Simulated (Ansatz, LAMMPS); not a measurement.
# Amorphous 89SiO2-11B2O3 (mol %) (90 atoms), relaxed: mesh and functional compared

Which bonds does the relaxation leave, and how do the Kohn-Sham gap, forces and pressure change with k-mesh and functional?

Calculated with Ansatz 0.2.0: Kohn-Sham DFT, PBE, PAW (set soft_2), plane waves; cutoff 420 eV, Γ point, fermi-dirac smearing of 0.025 eV.

**The cell**

Density at the start: 2.15 g/cm³. The cell holds 90 atoms: 25 Si, 6 B and 59 O. Its edges and angles: a = 10.979 Å, b = 10.979 Å, c = 10.979 Å, α = 90.0°, β = 90.0°, γ = 90.0°. 90 atoms (25 Si, 6 B, 59 O) placed at random at 2.15 g/cm³, melted at 4000 K for 10 ps at fixed volume with the Buckingham and Coulomb pair potential of Guillot and Sator (Geochim. Cosmochim. Acta 71, 1249 (2007)) with the boron terms of Wang et al. (J. Non-Cryst. Solids 498, 294 (2018)). Quenched from 4000 K to 300 K at 100 K/ps and fixed volume, held 5 ps, then minimised at fixed cell.

Cell and atoms were relaxed with PBE. The walk converged after 19 steps by the program's count, with a largest force component of 0.0325 eV/Å; it began at an r.m.s. force component of 0.82 eV/Å. The edges went from 10.979, 10.979, 10.979 to 10.747, 10.797, 10.880 Å, and the volume from 14.703 to 13.961 Å³ an atom (-5.0 %).

The input of the reference single point:

```yaml
crystal:
  lattice:
    - [10.74413, 0.16458, -0.15717]
    - [0.16458, 10.78519, 0.47362]
    - [-0.15717, 0.47362, 10.86893]
  atoms:
    - { symbol: Si, position: [0.77437, 0.43567, 0.25488] }
    - { symbol: Si, position: [0.70361, 0.89366, 0.14349] }
    - { symbol: Si, position: [0.27637, 0.61398, 0.92369] }
    - { symbol: Si, position: [0.54321, 0.94774, 0.37314] }
    [... 84 atom lines left out ...]
    - { symbol: O, position: [0.58466, 0.61101, 0.04638] }
    - { symbol: O, position: [0.04436, 0.338, 0.85567] }
kpoints:
  mp_grid: { grid: [1, 1, 1] }
hamiltonian:
  xc: pbe
scf:
  occupations: { method: fermi_dirac, width: 0.025 }
output:
  forces: true
  stress: true
  populations: true
  dos:
    method: { smearing: { sigma: 0.08 } }
    de: 0.05
    projected: { site_lists: { B: [B], O: [O], Si: [Si] } }
  eigenvalues: true
  write_density: true
  write_potential: true
  volumetric_format: npy
```

**Bonds after relaxation**

Bonds by pair of elements; cutoffs follow the first minimum of g(r), held within bounds set by covalent radii, and pairs that aren't listed don't count as bonded:

```csv
pair A-B,cutoff (Å),bonds,mean length (Å),spread (Å),shortest (Å),B about A,A about B
O-Si,2.16,101,1.64,0.041,1.59,1.71,4.04
O-B,1.82,18,1.38,0.035,1.33,0.305,3
```

How many atoms have how many bonded neighbours:

```csv
element,mean,2,3,4,5
B,3,0,6,0,0
O,2.02,58,1,0,0
Si,4.04,0,0,24,1
```

**Levels of theory**

Single points at the relaxed geometry:

| functional | k-mesh | Kohn-Sham gap (eV) | pressure (GPa) | r.m.s. force component (eV/Å) | SCF cycles | time |
| --- | --- | --- | --- | --- | --- | --- |
| PBE | 1×1×1 | 4.250 | -0.01 | 0.010 | 9 | 8.1 s |
| PBE | 2×2×2 | 4.250 | 0.00 | 0.010 | 9 | 62 s |
| HSE06 | 1×1×1 | 6.034 | -4.78 | 0.182 | 16 | 1.9 min |
| r2SCAN | 1×1×1 | 4.884 | -4.60 | 0.149 | 9 | 19 s |
| PBEsol | 1×1×1 | 4.213 | -2.45 | 0.058 | 9 | 7.8 s |

The gap is that between the highest filled and lowest empty Kohn-Sham level on the run's k-points. Cutoffs: 420 eV for PBE, HSE06 and PBEsol; 500 eV for r2SCAN. Times come from shared hosts and are rough.

**Findings**

By these cutoffs 100 % of B atoms have 3, 98 % of O atoms have 2 and 96 % of Si atoms have 4 neighbours. The Kohn-Sham gap is 4.25 eV with PBE on the 1×1×1 mesh and 4.25 eV on 2×2×2. On the 1×1×1 mesh HSE06 changes the gap by +1.78 eV against PBE. Carrying that shift over to the 2×2×2 mesh gives 4.25 + 1.78 = 6.03 eV, an estimate that takes the shift to be alike at all k-points. On the reference's mesh the gap changes with r2SCAN by +0.63 eV and PBEsol by -0.04 eV. Against the reference the pressure changes with HSE06 by -4.8 GPa, r2SCAN by -4.6 GPa and PBEsol by -2.4 GPa; a negative change means a smaller volume than PBE would take. The denser mesh moves the energy by -0.7 meV/atom and the pressure by +0.01 GPa.

Limits: All single points share the geometry relaxed with PBE. The volume changed by -5.0 % on relaxing; in so small a cell, on this mesh and at this cutoff, the relaxed density is rough. One sample; tail or defect levels can set the gap of a disordered cell. The quench rate of 100 K/ps is many orders above laboratory rates, so the cell is likely richer in defects and strain than a real sample. The network of bonds at the start is that of the classical potential that made the cell, and needn't be the one that DFT or experiment would give. In some runs the program notes that the exchange-correlation potential is rough where the density is thin, it cut back its work space to fit the memory limit, the exchange threshold is loose for the stress and the SCF threshold is loose for the stress.

[Logs are printed without paths, hosts, clocks, repeated set-up lines and the standing remarks that a program may print on its own settings, such as how far it seeks lower states.]

[Hosts, paths, dates, database ids (printed as entryN), source tags and the programs' standing remarks are cut or masked in the printed files.]
